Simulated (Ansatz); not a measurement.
# Ru(0001) film, 3 layers, groove: surface scattering

Aim: how much of the in-plane current does the surface defect in Ru(0001) film, 3 layers, groove reflect?

Calculated with Ansatz 0.2.0; Ansatz plane-wave DFT, PBE, PAW files; relaxation of the atoms about the surface defect; PAW set soft_1, in the first sound run; inputs show where later runs differ.

**1. The starting structure**

The cell holds 45 atoms: 45 Ru. Cell: a = 15.282 Å, b = 2.706 Å, c = 37.493 Å, α = 90.0°, β = 90.0°, γ = 90.0°. It derives from Ru. Vacuum lies along a. The structure's axis is c.

**2. Relaxing about the defect**

The neighbours of the defect are let go while the lead's layers stay on their sites, since a lead must repeat to 0.01 Å.

input.yaml

```yaml
crystal:
  lattice:
    - [15.2819, 0.0, 0.0]
    - [0.0, 2.7058, 0.0]
    - [0.0, 0.0, 37.492664601]
  atoms:
    - { symbol: Ru, position: [0.2944660023, 0.0, 0.0] }
    - { symbol: Ru, position: [0.2944660023, 0.5, 0.0625] }
    - { symbol: Ru, position: [0.4345631106, 0.0, 0.0416666667] }
    - { symbol: Ru, position: [0.4345631106, 0.5, 0.1041666667] }
    - { symbol: Ru, position: [0.574660219, 0.0, 0.0] }
    - { symbol: Ru, position: [0.574660219, 0.5, 0.0625] }
    - { symbol: Ru, position: [0.2944660023, 0.0, 0.125] }
    - { symbol: Ru, position: [0.2944660023, 0.5, 0.1875] }
    - { symbol: Ru, position: [0.4345631106, 0.0, 0.1666666667] }
    - { symbol: Ru, position: [0.4345631106, 0.5, 0.2291666667] }
    - { symbol: Ru, position: [0.574660219, 0.0, 0.125] }
    - { symbol: Ru, position: [0.574660219, 0.5, 0.1875] }
    - { symbol: Ru, position: [0.2944660023, 0.0, 0.25] }
    - { symbol: Ru, position: [0.2944660023, 0.5, 0.3125] }
    - { symbol: Ru, position: [0.4345631106, 0.0, 0.2916666667] }
    - { symbol: Ru, position: [0.4345631106, 0.5, 0.3541666667] }
    - { symbol: Ru, position: [0.574660219, 0.0, 0.25] }
    - { symbol: Ru, position: [0.574660219, 0.5, 0.3125] }
    - { symbol: Ru, position: [0.2944660023, 0.0, 0.375] }
    - { symbol: Ru, position: [0.2944660023, 0.5, 0.4375] }
    - { symbol: Ru, position: [0.4345631106, 0.0, 0.4166666667] }
    - { symbol: Ru, position: [0.4345631106, 0.5, 0.4791666667] }
    - { symbol: Ru, position: [0.574660219, 0.0, 0.375] }
    - { symbol: Ru, position: [0.2944660023, 0.0, 0.5] }
    - { symbol: Ru, position: [0.2944660023, 0.5, 0.5625] }
    - { symbol: Ru, position: [0.4345631106, 0.0, 0.5416666667] }
    - { symbol: Ru, position: [0.4345631106, 0.5, 0.6041666667] }
    - { symbol: Ru, position: [0.2944660023, 0.0, 0.625] }
    - { symbol: Ru, position: [0.2944660023, 0.5, 0.6875] }
    - { symbol: Ru, position: [0.4345631106, 0.0, 0.6666666667] }
    - { symbol: Ru, position: [0.4345631106, 0.5, 0.7291666667] }
    - { symbol: Ru, position: [0.574660219, 0.0, 0.625] }
    - { symbol: Ru, position: [0.574660219, 0.5, 0.6875] }
    - { symbol: Ru, position: [0.2944660023, 0.0, 0.75] }
    - { symbol: Ru, position: [0.2944660023, 0.5, 0.8125] }
    - { symbol: Ru, position: [0.4345631106, 0.0, 0.7916666667] }
    - { symbol: Ru, position: [0.4345631106, 0.5, 0.8541666667] }
    - { symbol: Ru, position: [0.574660219, 0.0, 0.75] }
    - { symbol: Ru, position: [0.574660219, 0.5, 0.8125] }
    - { symbol: Ru, position: [0.2944660023, 0.0, 0.875] }
    - { symbol: Ru, position: [0.2944660023, 0.5, 0.9375] }
    - { symbol: Ru, position: [0.4345631106, 0.0, 0.9166666667] }
    - { symbol: Ru, position: [0.4345631106, 0.5, 0.9791666667] }
    - { symbol: Ru, position: [0.574660219, 0.0, 0.875] }
    - { symbol: Ru, position: [0.574660219, 0.5, 0.9375] }
kpoints:
  mp_grid: { grid: [1, 9, 1] }
hamiltonian:
  xc: pbe
  pseudopotentials: { kind: paw, azcp: { folder: soft_1 } }
scf:
  occupations: { method: fermi_dirac, width: 0.1 }
relax:
  f_tol: 0.03
  max_steps: 40
  constraints:
    - { sites: [0, 1, 2, 3, 4, 5, 6, 7, 8, 9, 10, 11, 12, 13, 14, 16, 17, 18, 19, 23, 24, 27, 28, 29, 30, 32, 33, 34, 35, 36, 37, 38, 39, 40, 41, 42, 43, 44] }
```

On the command line:

```console
> ansatz run input.yaml --threads 8 --pin off --max-ram 15360MiB --backend cpu --events-out ev --progress --plain --runs-dir out
```

Numbers of over 12 decimals in the logs are rounded to 6 here.

The program printed:

```text
Engine: ansatz 0.2.0, x86_64-unknown-linux-gnu
Pseudopotentials: kind: paw
Pseudopotential: Ru, paw, valence charge 16, recommended cutoff 420 eV (normal), soft_1/Ru.paw.azcp
Functional definition: PBE
  parameter kappa = 0.804
  parameter beta = 0.066725
  exchange = pbe_x(kappa = kappa, mu = beta*pi^2/3)
  correlation = pbe_c(beta = beta)
Crystal: 45 atoms, lattice volume = 1550.313 Å³
Basis set: ecut = 420 eV, 30411 PW (Γ), exchange–correlation on 216×40×512 points (8 copies of the dense FFT grid, shifted against one another)
Bands: 432, of which v1, the nominal top of the filled ones, is band 360 counted from 1 (359 counted from 0)
Symmetry: 2 space group operations
Space group: Pm (ITA 6), of the structure as read, at distance tolerance 1.2e-4 Å
k-points: 5 of 9
Non-local potential: Ru, projectors of the file, l = 0: 3, l = 1: 2, l = 2: 2, l = 3: 1
PAW form: soft (Blöchl's): semilocal exchange-correlation on the pseudo side does not see the compensation charge
PAW one-centre angular grid: Ru, 590 points (default); XC on 64 Gauss nodes
Initial density: superposition of atomic densities (neutral atoms: chi_scale 0, normalization atom)
Initial wavefunctions: pseudopotential atomic-orbital guess
Functional: x = pbe(κ = 0.804, μ = 0.219515), c = pbe(β = 0.066725)
SCF iter   1: F=—  HF=-264538.673404 eV  |F-HF|=—  |Δ(HF+E_count)|=         —  Δρ=7.24e-2  dr2=1.18e2  ethr=3.10e-3  ⟨swp⟩=7.6  Hψ=8750  notcnv=0  defer=3
preconditioner: auto → LDOS  [metal: Δε(μ)=0.023 eV  Ē_g=4.494 eV  σ=0.100 eV  W_gap=0.06  n_scr=296 (ndim 8)  ℏωp=17.9 eV  f_vac=0.501  D(μ)=43.55/eV (n_scr^D=236)  β→1.0]
SCF iter   2: F=—  HF=-264549.676525 eV  |F-HF|=—  |Δ(HF+E_count)|=    1.10e1  Δρ=8.02e-2  dr2=1.61e2  ethr=3.10e-3  ⟨swp⟩=4.0  Hψ=5964  notcnv=0  defer=10
SCF iter   3: F=—  HF=-264509.415424 eV  |F-HF|=—  |Δ(HF+E_count)|=    4.03e1  Δρ=9.82e-3  dr2=1.57e0  ethr=3.10e-3  ⟨swp⟩=3.0  Hψ=5804  notcnv=0  defer=17
SCF iter   4: F=—  HF=-264509.366573 eV  |F-HF|=—  |Δ(HF+E_count)|=   4.89e-2  Δρ=2.92e-3  dr2=2.49e-1  ethr=2.18e-4  ⟨swp⟩=3.0  Hψ=5418  notcnv=0  defer=17
SCF iter   5: F=—  HF=-264509.347952 eV  |F-HF|=—  |Δ(HF+E_count)|=   1.86e-2  Δρ=8.86e-4  dr2=1.77e-2  ethr=3.45e-5  ⟨swp⟩=2.0  Hψ=3055  notcnv=0  defer=17
SCF iter   6: F=—  HF=-264509.352451 eV  |F-HF|=—  |Δ(HF+E_count)|=   4.50e-3  Δρ=3.39e-4  dr2=4.24e-3  ethr=2.45e-6  ⟨swp⟩=3.0  Hψ=4006  notcnv=0  defer=17
SCF iter   7: F=—  HF=-264509.352836 eV  |F-HF|=—  |Δ(HF+E_count)|=   3.85e-4  Δρ=1.20e-4  dr2=4.76e-4  ethr=5.89e-7  ⟨swp⟩=2.4  Hψ=3195  notcnv=0  defer=17
SCF iter   8: F=—  HF=-264509.352881 eV  |F-HF|=—  |Δ(HF+E_count)|=   4.49e-5  Δρ=4.10e-5  dr2=6.74e-5  ethr=6.61e-8  ⟨swp⟩=2.8  Hψ=3430  notcnv=0  defer=17
SCF iter   9: F=-264509.352889 eV  HF=-264509.352899 eV  |F-HF|=1.03e-5  |Δ(HF+E_count)|=   1.81e-5  Δρ=1.96e-5  dr2=1.68e-5  ethr=3.13e-9  ⟨swp⟩=5.0  Hψ=7062  notcnv=0
SCF 1 converged in 9 iterations: F = -264509.352889 eV  dr2 = 1.68e-5
  greatest PAW one-centre occupation: 1.000 electrons in one spin orbital (limit 2), on the Ru atom at site 8 (counted from 0), in its partial waves of l = 0
relax step   1: F+E_penalty+E_count = -264509.35288896 eV  Δ(F+E_penalty+E_count) = +0.000e0 eV  max|allowed force component| = 1.309e0 eV/Å  Δτ_max = 0.0000 Å  (9 SCF iters, dr2 threshold 2.25e-5 eV, accepted)
Initial density: handed on by an earlier stage of this run
Initial wavefunctions: those handed on with the density
iter 1 solved again at ethr=9.89e-4 eV; its pass at ethr=3.10e-3 eV (dr2=7.12e0 eV) is discarded
SCF iter   1: F=—  HF=-264509.988783 eV  |F-HF|=—  |Δ(HF+E_count)|=         —  Δρ=1.00e-2  dr2=6.82e0  ethr=9.89e-4  ⟨swp⟩=1.0  Hψ=7795  notcnv=0  defer=13
preconditioner: auto → LDOS  [metal: Δε(μ)=0.016 eV  Ē_g=4.135 eV  σ=0.100 eV  W_gap=0.04  n_scr=296 (ndim 8)  ℏωp=17.9 eV  f_vac=0.512  D(μ)=49.98/eV (n_scr^D=304)  β→1.0]
SCF iter   2: F=—  HF=-264509.817256 eV  |F-HF|=—  |Δ(HF+E_count)|=   1.72e-1  Δρ=4.07e-3  dr2=3.65e-1  ethr=9.47e-4  ⟨swp⟩=2.0  Hψ=2505  notcnv=0  defer=13
SCF iter   3: F=—  HF=-264509.789617 eV  |F-HF|=—  |Δ(HF+E_count)|=   2.76e-2  Δρ=1.49e-3  dr2=4.77e-2  ethr=5.06e-5  ⟨swp⟩=2.6  Hψ=4176  notcnv=0  defer=13
SCF iter   4: F=—  HF=-264509.783002 eV  |F-HF|=—  |Δ(HF+E_count)|=   6.62e-3  Δρ=3.24e-4  dr2=3.78e-3  ethr=6.62e-6  ⟨swp⟩=2.6  Hψ=4117  notcnv=0  defer=13
SCF iter   5: F=—  HF=-264509.782354 eV  |F-HF|=—  |Δ(HF+E_count)|=   6.47e-4  Δρ=1.17e-4  dr2=4.62e-4  ethr=5.25e-7  ⟨swp⟩=3.0  Hψ=3881  notcnv=0  defer=13
SCF iter   6: F=—  HF=-264509.782455 eV  |F-HF|=—  |Δ(HF+E_count)|=   1.01e-4  Δρ=4.65e-5  dr2=5.54e-5  ethr=6.42e-8  ⟨swp⟩=2.0  Hψ=3000  notcnv=0  defer=13
SCF iter   7: F=-264509.782478 eV  HF=-264509.782479 eV  |F-HF|=1.07e-6  |Δ(HF+E_count)|=   2.42e-5  Δρ=1.65e-5  dr2=7.80e-6  ethr=7.69e-9  ⟨swp⟩=4.0  Hψ=5833  notcnv=0
SCF 2 converged in 7 iterations: F = -264509.782478 eV  dr2 = 7.80e-6
  greatest PAW one-centre occupation: 1.000 electrons in one spin orbital (limit 2), on the Ru atom at site 15 (counted from 0), in its partial waves of l = 0
relax step   2: F+E_penalty+E_count = -264509.78247829 eV  Δ(F+E_penalty+E_count) = -4.296e-1 eV  max|allowed force component| = 5.312e-1 eV/Å  Δτ_max = 0.1950 Å  (7 SCF iters, dr2 threshold 1.00e-4 eV, accepted)
SCF iter   1: F=—  HF=-264509.816533 eV  |F-HF|=—  |Δ(HF+E_count)|=         —  Δρ=1.60e-3  dr2=1.15e-1  ethr=2.67e-4  ⟨swp⟩=3.0  Hψ=3807  notcnv=0  defer=13
preconditioner: auto → LDOS  [metal: Δε(μ)=0.006 eV  Ē_g=4.123 eV  σ=0.100 eV  W_gap=0.01  n_scr=296 (ndim 8)  ℏωp=17.9 eV  f_vac=0.512  D(μ)=49.68/eV (n_scr^D=296)  β→1.0]
SCF iter   2: F=—  HF=-264509.811855 eV  |F-HF|=—  |Δ(HF+E_count)|=   4.68e-3  Δρ=6.35e-4  dr2=9.03e-3  ethr=1.60e-5  ⟨swp⟩=2.0  Hψ=2931  notcnv=0  defer=13
SCF iter   3: F=—  HF=-264509.812584 eV  |F-HF|=—  |Δ(HF+E_count)|=   7.30e-4  Δρ=2.97e-4  dr2=2.29e-3  ethr=1.25e-6  ⟨swp⟩=3.0  Hψ=4508  notcnv=0  defer=13
SCF iter   4: F=—  HF=-264509.812205 eV  |F-HF|=—  |Δ(HF+E_count)|=   3.80e-4  Δρ=6.74e-5  dr2=1.41e-4  ethr=3.18e-7  ⟨swp⟩=2.6  Hψ=4013  notcnv=0  defer=13
SCF iter   5: F=-264509.812196 eV  HF=-264509.812195 eV  |F-HF|=4.09e-7  |Δ(HF+E_count)|=   9.18e-6  Δρ=1.59e-5  dr2=5.72e-6  ethr=2.45e-9  ⟨swp⟩=3.2  Hψ=9516  notcnv=0
SCF 3 converged in 5 iterations: F = -264509.812196 eV  dr2 = 5.72e-6
relax step   3: F+E_penalty+E_count = -264509.81219579 eV  Δ(F+E_penalty+E_count) = -2.972e-2 eV  max|allowed force component| = 6.320e-2 eV/Å  Δτ_max = 0.0471 Å  (5 SCF iters, dr2 threshold 1.76e-5 eV, accepted)
SCF iter   1: F=—  HF=-264509.811937 eV  |F-HF|=—  |Δ(HF+E_count)|=         —  Δρ=1.70e-4  dr2=1.15e-3  ethr=2.61e-6  ⟨swp⟩=2.2  Hψ=3634  notcnv=0  defer=13
preconditioner: auto → LDOS  [metal: Δε(μ)=0.009 eV  Ē_g=4.122 eV  σ=0.100 eV  W_gap=0.02  n_scr=296 (ndim 8)  ℏωp=17.9 eV  f_vac=0.512  D(μ)=49.72/eV (n_scr^D=296)  β→1.0]
SCF iter   2: F=—  HF=-264509.811898 eV  |F-HF|=—  |Δ(HF+E_count)|=   3.94e-5  Δρ=7.84e-5  dr2=1.65e-4  ethr=1.59e-7  ⟨swp⟩=2.0  Hψ=3423  notcnv=0  defer=13
SCF iter   3: F=—  HF=-264509.811889 eV  |F-HF|=—  |Δ(HF+E_count)|=   9.27e-6  Δρ=4.05e-5  dr2=5.85e-5  ethr=2.28e-8  ⟨swp⟩=3.0  Hψ=4425  notcnv=0  defer=13
SCF iter   4: F=—  HF=-264509.812825 eV  |F-HF|=—  |Δ(HF+E_count)|=   9.36e-4  Δρ=9.75e-6  dr2=2.08e-6  ethr=8.12e-9  ⟨swp⟩=2.8  Hψ=3444  notcnv=0  defer=13
SCF iter   5: F=—  HF=-264509.812825 eV  |F-HF|=—  |Δ(HF+E_count)|=   3.25e-7  Δρ=2.43e-6  dr2=1.79e-7  ethr=2.89e-10  ⟨swp⟩=2.6  Hψ=4456  notcnv=0  defer=13
SCF iter   6: F=-264509.812825 eV  HF=-264509.812825 eV  |F-HF|=2.11e-8  |Δ(HF+E_count)|=   3.40e-7  Δρ=1.06e-6  dr2=3.19e-8  ethr=1.39e-11  ⟨swp⟩=4.8  Hψ=7454  notcnv=0
SCF 4 converged in 6 iterations: F = -264509.812825 eV  dr2 = 3.19e-8
relax step   4: F+E_penalty+E_count = -264509.81282535 eV  Δ(F+E_penalty+E_count) = -6.296e-4 eV  max|allowed force component| = 2.906e-2 eV/Å  Δτ_max = 0.0042 Å  (6 SCF iters, accepted)
SCF converged after 6 iterations
Free energy (F): -264509.812825 eV
Harris-Foulkes:  -264509.812825 eV  (|F-HF|=2.11e-8)
Internal energy: -264508.133160 eV  (E = F + TS)
E sigma→0 (E₀):  -264508.972993 eV
Entropy (-TS):   -1.679665 eV (-37.326 meV/atom)
Fermi energy:    6.320261 eV
--- Per-component energies (eV) ---
  E_band       = -14616.215270
  E_kinetic    = 20599.789811
  E_local      = -523835.975463  (includes V_loc(G=0)·N_el)
  E_nonlocal   = 18622.652762
  E_hartree    = 246236.228866
  E_xc         = -7586.586650
  E_vxc        = -9586.679636  (∫ρ·V_xc dr)
  E_paw        = -157578.995300  (= ΣΔE_a)
  E_vpaw       = -12888.475742  (= ΣTr[D̂ρ^β])
  E_aug_tail   = 0.028703  (compensation charges beyond the density's cutoff)
  E_ewald      = 139034.724111
  E_smearing   = -1.679665  (= −TS)
  E_closure    = -0.000000  (closes the sum)
  Σ components = -264509.812825   (vs F -264509.812825, Δ=0.00e0)
--- Forces (eV/Å), atoms counted from 1 ---
  atom   1  Ru     0.74897244     0.00000000    -0.00262143
  atom   2  Ru     0.74660782     0.00000000    -0.01574196
  atom   3  Ru     0.00051719     0.00000000     0.00464001
  atom   4  Ru     0.00583260     0.00000000     0.01268687
  atom   5  Ru    -0.74472080     0.00000000    -0.00609094
  atom   6  Ru    -0.75122125     0.00000000     0.00455428
  atom   7  Ru     0.73510965     0.00000000     0.00693755
  atom   8  Ru     0.76247009     0.00000000    -0.01416385
  atom   9  Ru    -0.00189418     0.00000000    -0.00522378
  atom  10  Ru     0.07094640     0.00000000     0.02790945
  atom  11  Ru    -0.75068100     0.00000000    -0.01772704
  atom  12  Ru    -0.74455139     0.00000000     0.04870278
  atom  13  Ru     0.74411360     0.00000000    -0.01024002
  atom  14  Ru     0.46065586     0.00000000    -0.11186806
  atom  15  Ru    -0.14022183     0.00000000    -0.12188482
  atom  16  Ru    -0.00459476     0.00000000     0.00686490
  atom  17  Ru    -0.72647387     0.00000000    -0.16762639
  atom  18  Ru    -1.02827801     0.00000000     0.22955671
  atom  19  Ru     0.32944833     0.00000000    -0.03064267
  atom  20  Ru     0.25773404     0.00000000    -0.24310932
  atom  21  Ru    -0.01522213     0.00000000     0.02182910
  atom  22  Ru     0.00446763     0.00000000    -0.02807972
  atom  23  Ru     0.01346814     0.00000000    -0.01947526
  atom  24  Ru     0.08232190     0.00000000     0.02842306
  atom  25  Ru     0.08039770     0.00000000     0.09564227
  atom  26  Ru    -0.00576540     0.00000000     0.02905731
  atom  27  Ru     0.00386203     0.00000000    -0.01649558
  atom  28  Ru     0.40686651     0.00000000     0.08400966
  atom  29  Ru     0.65018620     0.00000000    -0.04796756
  atom  30  Ru    -0.18504475     0.00000000     0.35289572
  atom  31  Ru    -0.12980494     0.00000000    -0.03432526
  atom  32  Ru    -0.00385646     0.00000000     0.00438590
  atom  33  Ru    -0.96971754     0.00000000    -0.23922329
  atom  34  Ru     0.80759123     0.00000000     0.01339747
  atom  35  Ru     0.73408306     0.00000000    -0.00127012
  atom  36  Ru     0.01135161     0.00000000     0.00791689
  atom  37  Ru     0.01816563     0.00000000     0.00725596
  atom  38  Ru    -0.70265786     0.00000000     0.18401356
  atom  39  Ru    -0.76669448     0.00000000    -0.06144986
  atom  40  Ru     0.73827008     0.00000000    -0.00435085
  atom  41  Ru     0.74673006     0.00000000     0.01225582
  atom  42  Ru     0.00830863     0.00000000    -0.01201542
  atom  43  Ru    -0.00245671     0.00000000     0.00870711
  atom  44  Ru    -0.74497119     0.00000000     0.03479970
  atom  45  Ru    -0.74971379     0.00000000    -0.01486900
  max |Σ_I F_I| component: 6.39e-5 eV/Å
--- Relaxed structure (4 steps of the walk, 4 accepted, 0 SCFs on fresh bases) ---
  F+E_penalty+E_count = -264509.81282535 eV   max|allowed force component| = 2.906e-2 eV/Å
  atoms:
    - { symbol: Ru, position: [0.294466, 0.0, 0.0] }
    - { symbol: Ru, position: [0.294466, 0.500000, 0.062500] }
    - { symbol: Ru, position: [0.434563, 0.0, 0.0416666667] }
    - { symbol: Ru, position: [0.434563, 0.500000, 0.104167] }
    - { symbol: Ru, position: [0.574660, 0.0, 0.0] }
    - { symbol: Ru, position: [0.574660, 0.500000, 0.062500] }
    - { symbol: Ru, position: [0.294466, 0.0, 0.125000] }
    - { symbol: Ru, position: [0.294466, 0.500000, 0.1875] }
    - { symbol: Ru, position: [0.434563, 0.0, 0.1666666667] }
    - { symbol: Ru, position: [0.434563, 0.500000, 0.229167] }
    - { symbol: Ru, position: [0.574660, 0.0, 0.125000] }
    - { symbol: Ru, position: [0.574660, 0.500000, 0.1875] }
    - { symbol: Ru, position: [0.294466, 0.0, 0.250000] }
    - { symbol: Ru, position: [0.294466, 0.500000, 0.3125] }
    - { symbol: Ru, position: [0.434563, 0.0, 0.2916666667] }
    - { symbol: Ru, position: [0.431896, 0.500000, 0.353929] }
    - { symbol: Ru, position: [0.574660, 0.0, 0.250000] }
    - { symbol: Ru, position: [0.574660, 0.500000, 0.3125] }
    - { symbol: Ru, position: [0.294466, 0.0, 0.375] }
    - { symbol: Ru, position: [0.294466, 0.500000, 0.437500] }
    - { symbol: Ru, position: [0.429788, 0.0, 0.417471] }
    - { symbol: Ru, position: [0.425561, 0.500000, 0.479145] }
    - { symbol: Ru, position: [0.565573, 0.0, 0.372672] }
    - { symbol: Ru, position: [0.294466, 0.0, 0.500000] }
    - { symbol: Ru, position: [0.294466, 0.500000, 0.5625] }
    - { symbol: Ru, position: [0.425824, 0.0, 0.541325] }
    - { symbol: Ru, position: [0.431919, 0.500000, 0.603184] }
    - { symbol: Ru, position: [0.294466, 0.0, 0.625] }
    - { symbol: Ru, position: [0.294466, 0.500000, 0.6875] }
    - { symbol: Ru, position: [0.434563, 0.0, 0.6666666667] }
    - { symbol: Ru, position: [0.434563, 0.500000, 0.7291666667] }
    - { symbol: Ru, position: [0.566723, 0.0, 0.627092] }
    - { symbol: Ru, position: [0.574660, 0.500000, 0.6875] }
    - { symbol: Ru, position: [0.294466, 0.0, 0.75] }
    - { symbol: Ru, position: [0.294466, 0.500000, 0.8125] }
    - { symbol: Ru, position: [0.434563, 0.0, 0.7916666667] }
    - { symbol: Ru, position: [0.434563, 0.500000, 0.8541666667] }
    - { symbol: Ru, position: [0.574660, 0.0, 0.75] }
    - { symbol: Ru, position: [0.574660, 0.500000, 0.8125] }
    - { symbol: Ru, position: [0.294466, 0.0, 0.875000] }
    - { symbol: Ru, position: [0.294466, 0.500000, 0.937500] }
    - { symbol: Ru, position: [0.434563, 0.0, 0.9166666667] }
    - { symbol: Ru, position: [0.434563, 0.500000, 0.9791666667] }
    - { symbol: Ru, position: [0.574660, 0.0, 0.875000] }
    - { symbol: Ru, position: [0.574660, 0.500000, 0.937500] }
```

The job ended after 3.6 min (8 threads of Intel Xeon Platinum 8488C (Sapphire Rapids), shared host; peak memory 11 GiB; 25 min of CPU time).

The steps of the relaxation:

```tsv
step	energy less that of the first step (eV)	largest force component (eV/Å)
1	0.0000	1.3092
2	-0.4296	0.5312
3	-0.4593	0.0632
4	-0.4599	0.0291
```

The run keeps the 2 symmetry operations that it works with, so distortions that break them were not tested.

The atoms that moved most (Å):

```tsv
atom	dx	dy	dz	length
Ru23	-0.139	0.000	-0.087	0.164
Ru32	-0.121	0.000	0.078	0.144
Ru22	-0.138	0.000	-0.001	0.138
Ru26	-0.134	0.000	-0.013	0.134
Ru21	-0.073	0.000	0.030	0.079
Ru27	-0.040	0.000	-0.037	0.055
Ru16	-0.041	0.000	-0.009	0.042
```

Numbers from this step:

```yaml
free_energy: -264509.8128 eV
energy_at_zero_smearing: -264508.9730 eV
fermi_energy: 6.320 eV
```

The largest force component on a free atom ends at 0.029 eV/Å, under the tolerance of 0.03, after 4 steps.

(Continued in part 2 of 2.)

[Logs are printed without paths, hosts, clocks, repeated set-up lines and the standing remarks that a program may print on its own settings, such as how far it seeks lower states.]

[Hosts, paths, dates, database ids (printed as entryN), source tags and the programs' standing remarks are cut or masked in the printed files.]
